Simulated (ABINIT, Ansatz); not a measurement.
# How the form of the self-energy moves the gap of Cs3Bi2Br9 (P-3m1)

Aim: compare treatments of exchange, screening and correlation for the gap of Cs3Bi2Br9 (P-3m1).

Method: LDA and many-body steps on it, plane waves, in ABINIT 10.8.3.

**The experiments to reproduce.**

- Gap 2.6 eV: direct gap from Tauc plot; UV-vis diffuse reflectance, Tauc plot; powder (antisolvent-crystallized powder) (“Cs3Bi2Br9/g-C3N4 Direct Z-Scheme Heterojunction for Enhanced Photocatalytic Reduction of CO2 to CO”, 2023, pmc:10601477).

- Gap 2.5 eV: indirect gap from Tauc plot; UV-vis diffuse reflectance, Tauc plot; powder (antisolvent-crystallized powder) (“Cs3Bi2Br9/g-C3N4 Direct Z-Scheme Heterojunction for Enhanced Photocatalytic Reduction of CO2 to CO”, 2023, pmc:10601477).

- Gap 2.5 eV: optical absorption edge; UV-visible absorption; 300 K; powder (crystalline powder) (“Pressure induced emergence of visible luminescence in Cs3Bi2Br9: Effect of structural distortion in optical behaviour”, 2020, arxiv:2009.01478).

## (1) Starting point

It takes space group P-3m1 (No. 164, trigonal). The conventional cell has a = 7.972 Å, b = 7.972 Å, c = 9.867 Å, α = 90.00°, β = 90.00°, γ = 120.00°. Cs has 12 Br at 3.96 to 4.01 Å nearest. Nearest to Cs lie 12 Br at 3.99 to 4.07 Å. Nearest to Bi lie 6 Br at 2.71 to 2.98 Å. Nearest to Br lie 2 Bi at 2.98 Å and 4 Cs at 3.99 to 4.01 Å. Nearest to Br lie 1 Bi at 2.71 Å and 4 Cs at 3.96 to 4.07 Å. Farther neighbours and most contacts between anions are not listed.

The cell and positions come from the Crystallography Open Database and are kept as given unless a step says otherwise. Spin-orbit coupling is left out unless a step names it.

## (2) Empty states on the mesh, 3×3×1 mesh, 437 bands

This step: ABINIT 10.8.3; DFT, LDA, plane waves, norm-conserving pseudopotentials.

The sums over transitions need many empty states on a uniform mesh; this step solves for them.

The input, run.abi:

```
acell 3*1.0 Angstrom
rprim 
  7.972000000018 -0.000000000004 0.000000000000
  -3.986000000005 6.903954518987 0.000000000000
  0.000000000000 0.000000000000 9.867000000000
ntypat 3
znucl 55 83 35
natom 14
typat 1 1 1 2 2 3 3 3 3 3 3 3 3 3
xred 
  0.666666666667 0.333333333333 0.666900000000
  0.333333333333 0.666666666667 0.333100000000
  0.000000000000 0.000000000000 0.000000000000
  0.666666666667 0.333333333333 0.191800000000
  0.333333333333 0.666666666667 0.808200000000
  0.500000000000 0.500000000000 0.000000000000
  0.500000000000 0.000000000000 0.000000000000
  0.000000000000 0.500000000000 0.000000000000
  0.335300000000 0.167650000000 0.339400000000
  0.832350000000 0.167650000000 0.339400000000
  0.832350000000 0.664700000000 0.339400000000
  0.167650000000 0.335300000000 0.660600000000
  0.167650000000 0.832350000000 0.660600000000
  0.664700000000 0.832350000000 0.660600000000
pp_dirpath "pseudos"
pseudos "Cs.upf, Bi.upf, Br.upf"
ecut 34
ngkpt 3 3 1
nshiftk 1
shiftk 0 0 0
kptopt 1
chksymbreak 0
iscf -2
irdden 1
istwfk *1
nband 437
nbdbuf 38
tolwfr 1e-09
nstep 60
prtvol 0
indata_prefix "in"
outdata_prefix "out"
tmpdata_prefix "tmp"
```

Command:

```console
OMP_NUM_THREADS=5 mpirun -n 3 abinit run.abi > log
```

Numbers of over 12 decimals in the logs are rounded to 6 here.

What it wrote:

```text
.Version 10.8.3 of ABINIT. v10.8.2 released Aug 2026.

 Symmetries : space group P-3 m 1 (#164); Bravais hP (primitive hexag.)
[... echo of the input left out ...]
== DATASET  1 ==================================================================
-   mpi_nproc: 3, omp_nthreads: 5 (-1 if OMP is not activated)

--- !DatasetInfo
iteration_state: {dtset: 1, }
dimensions: {natom: 14, nkpt: 3, mband: 437, nsppol: 1, nspinor: 1, nspden: 1, mpw: 34765, }
cutoff_energies: {ecut:  34.0, pawecutdg:  -1.0, }
[...]
1.30890    1.31282    1.32104    1.32104    1.33126    1.33507    1.34532    1.35562
   1.36120    1.36121    1.36242    1.39017    1.39039    1.39677    1.40061    1.40139
   1.40306    1.40534    1.40677    1.40903    1.41231
 prteigrs : prtvol=0 or 1, do not print more k-points.

== END DATASET(S) ==============================================================
================================================================================

 -outvars: echo values of variables after computation  --------
            nband         437
             nkpt           3
          spgroup         164
 [... the other variables as echoed above ...]

 Calculation completed.
```

Wall time 10 min (3 MPI ranks of Arm Neoverse V2, shared host); peak memory 1.6 GiB; 70 min of CPU time.

This step gave:

```
gap                                                           : 2.417 eV
k of the valence top                                          : 0, 0, 0
k of the conduction bottom                                    : 0, 0, 0
least direct gap                                              : 2.417 eV
k points computed                                             : 3
lowest point of the top converged band, above the valence top : 33.13 eV
```

On this mesh the gap is 2.417 eV.

The density comes from a self-consistent run that is not shown.

## (3) Screening, 3×3×1 mesh, 229 bands, screening to 114.3 eV

The RPA dielectric matrix is built and inverted for each q.

This step: RPA screening on LDA, plane waves, norm-conserving pseudopotentials.

run.abi: that of step 2 with these lines changed.

```diff
@@ -32,10 +32,11 @@
 chksymbreak 0
-iscf -2
-irdden 1
 istwfk *1
-nband 437
-nbdbuf 38
-tolwfr 1e-09
-nstep 60
-prtvol 0
+occopt 1
+irdwfk 1
+optdriver 3
+nband 229
+ecuteps 4.2
+inclvkb 2
+awtr 1
+symchi 1
 indata_prefix "in"
@@ -43 +44,2 @@
 tmpdata_prefix "tmp"
+gwmem 10
```

Command:

```console
OMP_NUM_THREADS=1 mpirun -n 16 abinit run.abi > log
```

What it wrote:

```text
.Version 10.8.3 of ABINIT. v10.8.2 released Aug 2026.

 Symmetries : space group P-3 m 1 (#164); Bravais hP (primitive hexag.)
[... echo of the input left out ...]
== DATASET  1 ==================================================================
-   mpi_nproc: 16, omp_nthreads: 1 (-1 if OMP is not activated)

--- !DatasetInfo
iteration_state: {dtset: 1, }
dimensions: {natom: 14, nkpt: 3, mband: 229, nsppol: 1, nspinor: 1, nspden: 1, mpw: 34765, }
cutoff_energies: {ecut:  34.0, pawecutdg:  -1.0, }
electrons: {nelect:   2.26000000E+02, charge:   0.00000000E+00, occopt:   1.00000000E+00, tsmear:   1.00000000E-02, }

 SCREENING: Calculation of the susceptibility and dielectric matrices

 Based on a program developped by R.W. Godby, V. Olevano, G. Onida, and L. Reining.
 Incorporated in ABINIT by V. Olevano, G.-M. Rignanese, and M. Torrent.
.Using double precision arithmetic ; gwpc =  8

[... cell and pseudopotentials left out ...]
--------------------------------------------------------------------------------

 ==== K-mesh for the wavefunctions ====
 Number of points in the irreducible wedge :     3
[... list of points left out ...]
 Together with 12 symmetry operations and time-reversal symmetry
 yields     9 points in the full Brillouin Zone.

 ==== Q-mesh for the screening function ====
 Number of points in the irreducible wedge :     3
[... list of points left out ...]
 Together with 12 symmetry operations and time-reversal symmetry
 yields     9 points in the full Brillouin Zone.

 setmesh: FFT mesh size selected  =    48x   48x   72
          total number of points  =       165888

 vcoul_init : cutoff-mode = AUXILIARY_FUNCTION
 q-points for optical limit:   1
     1)      0.000010    0.000020    0.000030

- screening: taking advantage of time-reversal symmetry
- Maximum band index for partially occupied states nbvw = 113
- Remaining bands to be divided among processors   nbcw = 116
- Number of bands treated by each node ~7

 Number of electrons calculated from density =  226.0000; Expected =  226.0000
 average of density, n =  0.061668
 r_s =    1.5702
 omega_plasma =   23.9545 [eV]

 calculating chi0 at frequencies [eV] :
  1    0.000000E+00    0.000000E+00
  2    0.000000E+00    2.395446E+01

--------------------------------------------------------------------------------
  q-point number  1        q = ( 0.000000, 0.000000, 0.000000) [r.l.u.]
--------------------------------------------------------------------------------
[... chi0 elements left out ...]
 For q-point:  0.000010 0.000020 0.000030
  dielectric constant =   3.8749
  dielectric constant without local fields =   4.9509

  Average fulfillment of the sum rule on Im[epsilon] for q-point    1 :     27.85  [%]
[... wings left out ...]
  q-point number  2        q = ( 0.333333, 0.000000, 0.000000) [r.l.u.]
--------------------------------------------------------------------------------
[... chi0 elements left out ...]
  Average fulfillment of the sum rule on Im[epsilon] for q-point    2 :     32.31  [%]

 [... 1 further q-points ...]
```

Elapsed: 5.5 min, on 16 MPI ranks; peak memory 21 GiB; 88 min of CPU time.

This step gave:

```yaml
eps_infinity_with_local_fields_on_this_mesh_along_the_program_s_q_direction: 3.875
the_same_without_local_fields: 4.951
plasma_frequency: 23.95 eV
plane_waves_in_the_screening_matrix: 1487
```

Local fields lower ε∞ by 22 %. On a Γ-centred mesh this coarse the value itself is usually too large, while a short band sum pulls it down.

## (4) G0W0, Godby-Needs plasmon pole

The self-energy is evaluated for the states that the input lists, and the levels follow from it, in one-shot runs by the linearised quasiparticle equation.

This step: G0W0 on LDA, plane waves, norm-conserving pseudopotentials.

run.abi: that of step 3 with these lines changed.

```diff
@@ -35,8 +35,15 @@
 irdwfk 1
-optdriver 3
+optdriver 4
 nband 229
+gwcalctyp 0
+ecutsigx 34
+symsigma 1
+nkptgw 1
+kptgw 
+  0.0000000000 0.0000000000 0.0000000000
+bdgw 
+  112 116
 ecuteps 4.2
-inclvkb 2
-awtr 1
-symchi 1
+irdscr 1
+ppmodel 1
 indata_prefix "in"
```

What it wrote:

```text
.Version 10.8.3 of ABINIT. v10.8.2 released Aug 2026.

 Symmetries : space group P-3 m 1 (#164); Bravais hP (primitive hexag.)
[... echo of the input left out ...]
== DATASET  1 ==================================================================
-   mpi_nproc: 16, omp_nthreads: 1 (-1 if OMP is not activated)

--- !DatasetInfo
iteration_state: {dtset: 1, }
dimensions: {natom: 14, nkpt: 3, mband: 229, nsppol: 1, nspinor: 1, nspden: 1, mpw: 34765, }
cutoff_energies: {ecut:  34.0, pawecutdg:  -1.0, }
electrons: {nelect:   2.26000000E+02, charge:   0.00000000E+00, occopt:   1.00000000E+00, tsmear:   1.00000000E-02, }

 SIGMA: Calculation of the GW corrections

 Based on a program developped by R.W. Godby, V. Olevano, G. Onida, and L. Reining.
 Incorporated in ABINIT by V. Olevano, G.-M. Rignanese, and M. Torrent.
.Using double precision arithmetic ; gwpc =  8

[... cell and pseudopotentials left out ...]
--------------------------------------------------------------------------------

 ==== K-mesh for the wavefunctions ====
 Number of points in the irreducible wedge :     3
[... list of points left out ...]
 Together with 12 symmetry operations and time-reversal symmetry
 yields     9 points in the full Brillouin Zone.

 ==== Q-mesh for screening function ====
 Number of points in the irreducible wedge :     3
[... list of points left out ...]
 Together with 12 symmetry operations and time-reversal symmetry
 yields     9 points in the full Brillouin Zone.

 vcoul_init : cutoff-mode = AUXILIARY_FUNCTION
 q-points for optical limit:   1
     1)      0.000010    0.000020    0.000030
 setmesh: FFT mesh size selected  =    72x   72x  100
          total number of points  =       518400

 Number of electrons calculated from density =  226.0000; Expected =  226.0000
 average of density, n =  0.061668
 r_s =    1.5702
 omega_plasma =   23.9545 [eV]

 === KS Band Gaps ===
  >>>> For spin  1
   Minimum direct gap =   2.4168 [eV], located at k-point      :   0.0000  0.0000  0.0000
   Fundamental gap    =   2.4168 [eV], Top of valence bands at :   0.0000  0.0000  0.0000
                                       Bottom of conduction at :   0.0000  0.0000  0.0000
 SIGMA fundamental parameters:
 PLASMON POLE MODEL  1
 number of plane-waves for SigmaX                34765
 number of plane-waves for SigmaC and W           1487
 number of plane-waves for wavefunctions         34765
 number of bands                                   229
 number of independent spin polarizations            1
 number of spinorial components                      1
 number of k-points in IBZ                           3
 number of q-points in IBZ                           3
 number of symmetry operations                      12
 number of k-points in BZ                            9
 number of q-points in BZ                            9
 number of frequencies for dSigma/dE                 9
 frequency step for dSigma/dE [eV]                0.25
 number of omega for Sigma on real axis              0
 max omega for Sigma on real axis  [eV]           0.00
 zcut for avoiding poles [eV]                     0.10

 EPSILON^-1 parameters (SCR file):
 dimension of the eps^-1 matrix on file           1487
 dimension of the eps^-1 matrix used              1487
 number of plane-waves for wavefunctions         34765
 number of bands                                   229
 number of q-points in IBZ                           3
 number of frequencies                               2
 number of real frequencies                          1
 number of imag frequencies                          1

 matrix elements of self-energy operator (all in [eV])

 Perturbative Calculation

--- !SelfEnergy_ee
iteration_state: {dtset: 1, }
kpoint     : [   0.000,    0.000,    0.000, ]
spin       : 1
KS_gap     :    2.417
QP_gap     :    4.479
Delta_QP_KS:    2.062
data: !SigmaeeData |
     Band     E0 <VxcDFT>   SigX SigC(E0)      Z dSigC/dE  Sig(E)    E-E0       E
      112   0.422 -14.794 -19.588   3.317   0.796  -0.256 -15.970  -1.176  -0.754
      113   1.017 -15.419 -18.310   2.300   0.808  -0.237 -15.897  -0.477   0.540
      114   3.434 -12.310  -8.702  -1.705   0.832  -0.201 -10.726   1.585   5.019
      115   4.202 -13.642 -10.264  -1.542   0.824  -0.214 -12.130   1.512   5.715
      116   4.202 -13.642 -10.264  -1.542   0.824  -0.214 -12.130   1.512   5.715

== END DATASET(S) ==============================================================
================================================================================

 -outvars: echo values of variables after computation  --------
           etotal      0.0000000000E+00
            nband         229
             nkpt           3
          spgroup         164
 [... the other variables as echoed above ...]

 Calculation completed.
```

Elapsed: 27 s, on 16 MPI ranks; peak memory 11 GiB; 7.1 min of CPU time.

Numbers from this step:

| Quantity | Value |
| --- | --- |
| G0W0 gap on the points computed | 4.479 eV |
| starting gap on the mesh | 2.417 eV |
| k of the valence top | 0, 0, 0 |
| k of the conduction bottom | 0, 0, 0 |
| Z at the valence top | 0.808 |
| Z at the conduction bottom | 0.832 |
| least direct G0W0 gap on the computed points | 4.479 eV |

The gap on the mesh goes from 2.42 eV to 4.48 eV, a correction of +2.06 eV.

## (5) G0W0, Hybertsen-Louie plasmon pole

run.abi: that of step 4 with these lines changed.

```diff
@@ -47,3 +47,3 @@
 irdscr 1
-ppmodel 1
+ppmodel 2
 indata_prefix "in"
```

What it wrote:

```text
.Version 10.8.3 of ABINIT. v10.8.2 released Aug 2026.

 Symmetries : space group P-3 m 1 (#164); Bravais hP (primitive hexag.)
[... echo of the input left out ...]
== DATASET  1 ==================================================================
-   mpi_nproc: 16, omp_nthreads: 1 (-1 if OMP is not activated)

--- !DatasetInfo
iteration_state: {dtset: 1, }
dimensions: {natom: 14, nkpt: 3, mband: 229, nsppol: 1, nspinor: 1, nspden: 1, mpw: 34765, }
cutoff_energies: {ecut:  34.0, pawecutdg:  -1.0, }
electrons: {nelect:   2.26000000E+02, charge:   0.00000000E+00, occopt:   1.00000000E+00, tsmear:   1.00000000E-02, }

 SIGMA: Calculation of the GW corrections

 Based on a program developped by R.W. Godby, V. Olevano, G. Onida, and L. Reining.
 Incorporated in ABINIT by V. Olevano, G.-M. Rignanese, and M. Torrent.
.Using double precision arithmetic ; gwpc =  8

[... cell and pseudopotentials left out ...]
--------------------------------------------------------------------------------

 ==== K-mesh for the wavefunctions ====
 Number of points in the irreducible wedge :     3
[... list of points left out ...]
 Together with 12 symmetry operations and time-reversal symmetry
 yields     9 points in the full Brillouin Zone.

 ==== Q-mesh for screening function ====
 Number of points in the irreducible wedge :     3
[... list of points left out ...]
 Together with 12 symmetry operations and time-reversal symmetry
 yields     9 points in the full Brillouin Zone.

 vcoul_init : cutoff-mode = AUXILIARY_FUNCTION
 q-points for optical limit:   1
     1)      0.000010    0.000020    0.000030
 setmesh: FFT mesh size selected  =    72x   72x  100
          total number of points  =       518400

 Number of electrons calculated from density =  226.0000; Expected =  226.0000
[...]
number of q-points in IBZ                           3
 number of symmetry operations                      12
 number of k-points in BZ                            9
 number of q-points in BZ                            9
 number of frequencies for dSigma/dE                 9
 frequency step for dSigma/dE [eV]                0.25
 number of omega for Sigma on real axis              0
 max omega for Sigma on real axis  [eV]           0.00
 zcut for avoiding poles [eV]                     0.10

 EPSILON^-1 parameters (SCR file):
 dimension of the eps^-1 matrix on file           1487
 dimension of the eps^-1 matrix used              1487
 number of plane-waves for wavefunctions         34765
 number of bands                                   229
 number of q-points in IBZ                           3
 number of frequencies                               2
 number of real frequencies                          1
 number of imag frequencies                          1

 matrix elements of self-energy operator (all in [eV])

 Perturbative Calculation

--- !SelfEnergy_ee
iteration_state: {dtset: 1, }
kpoint     : [   0.000,    0.000,    0.000, ]
spin       : 1
KS_gap     :    2.417
QP_gap     :    4.570
Delta_QP_KS:    2.153
data: !SigmaeeData |
     Band     E0 <VxcDFT>   SigX SigC(E0)      Z dSigC/dE  Sig(E)    E-E0       E
      112   0.422 -14.794 -19.588   3.300   0.882  -0.134 -16.112  -1.318  -0.896
      113   1.017 -15.419 -18.310   2.379   0.885  -0.129 -15.872  -0.453   0.564
      114   3.434 -12.310  -8.702  -1.712   0.897  -0.115 -10.611   1.700   5.134
      115   4.202 -13.642 -10.264  -1.435   0.893  -0.119 -11.906   1.736   5.939
      116   4.202 -13.642 -10.264  -1.435   0.893  -0.119 -11.906   1.736   5.939

== END DATASET(S) ==============================================================
================================================================================

 -outvars: echo values of variables after computation  --------
           etotal      0.0000000000E+00
            nband         229
             nkpt           3
          spgroup         164
 [... the other variables as echoed above ...]

 Calculation completed.
```

Wall time 27 s (16 MPI ranks); peak memory 9.3 GiB.

Numbers from this step:

```
G0W0 gap on the points computed              : 4.57 eV
starting gap on the mesh                     : 2.417 eV
k of the valence top                         : 0, 0, 0
k of the conduction bottom                   : 0, 0, 0
Z at the valence top                         : 0.885
Z at the conduction bottom                   : 0.897
least direct G0W0 gap on the computed points : 4.57 eV
```

Against G0W0 in ABINIT (3×3×1 mesh, 229 bands, screening to 114.3 eV, Godby-Needs plasmon pole), the gap moves by +0.091 eV.

## (6) G0W0, Engel-Farid plasmon pole

run.abi: that of step 5 with these lines changed.

```diff
@@ -47,3 +47,3 @@
 irdscr 1
-ppmodel 2
+ppmodel 4
 indata_prefix "in"
```

What it wrote:

```text
.Version 10.8.3 of ABINIT. v10.8.2 released Aug 2026.

 Symmetries : space group P-3 m 1 (#164); Bravais hP (primitive hexag.)
[... echo of the input left out ...]
== DATASET  1 ==================================================================
-   mpi_nproc: 16, omp_nthreads: 1 (-1 if OMP is not activated)

--- !DatasetInfo
iteration_state: {dtset: 1, }
dimensions: {natom: 14, nkpt: 3, mband: 229, nsppol: 1, nspinor: 1, nspden: 1, mpw: 34765, }
cutoff_energies: {ecut:  34.0, pawecutdg:  -1.0, }
[...]
114   3.434 -12.310  -8.702  -1.655   0.848  -0.179 -10.653   1.657   5.091
      115   4.202 -13.642 -10.264  -1.429   0.840  -0.190 -12.004   1.637   5.840
      116   4.202 -13.642 -10.264  -1.429   0.840  -0.190 -12.004   1.637   5.840

== END DATASET(S) ==============================================================
================================================================================

 -outvars: echo values of variables after computation  --------
           etotal      0.0000000000E+00
            nband         229
             nkpt           3
          spgroup         164
 [... the other variables as echoed above ...]

 Calculation completed.
```

The job ended after 78 s (16 MPI ranks; peak memory 8.2 GiB; 21 min of CPU time).

This step gave:

```
G0W0 gap on the points computed              : 4.475 eV
starting gap on the mesh                     : 2.417 eV
k of the valence top                         : 0, 0, 0
k of the conduction bottom                   : 0, 0, 0
least direct G0W0 gap on the computed points : 4.475 eV
```

Against G0W0 in ABINIT (3×3×1 mesh, 229 bands, screening to 114.3 eV, Godby-Needs plasmon pole), the gap moves by −0.004 eV.

(Continued in part 2 of 2.)

[Paths, hosts, dates, memory and timing lines, banners, echoed tables and standing remarks are left out of the program output.]

[Logs are printed without paths, hosts, clocks, repeated set-up lines and the standing remarks that a program may print on its own settings, such as how far it seeks lower states.]

[Runs of the session that timed out or met a known fault of the program may be left out.]

[No measured gap is set beside runs whose start may be inverted or whose files or cutoffs have a known fault.]

[Hosts, paths, dates, database ids (printed as entryN), source tags and the programs' standing remarks are cut or masked in the printed files.]

[G0W0 gaps are taken among the corrected bands and points alone; a level outside them can change the order at an edge.]

[Where Ansatz stands beside ABINIT at settings called matched, ABINIT's density can come from a denser mesh and the files from another edition; pairs whose starting gaps differed by over 0.03 eV were left out, so agreement reads better than it is.]
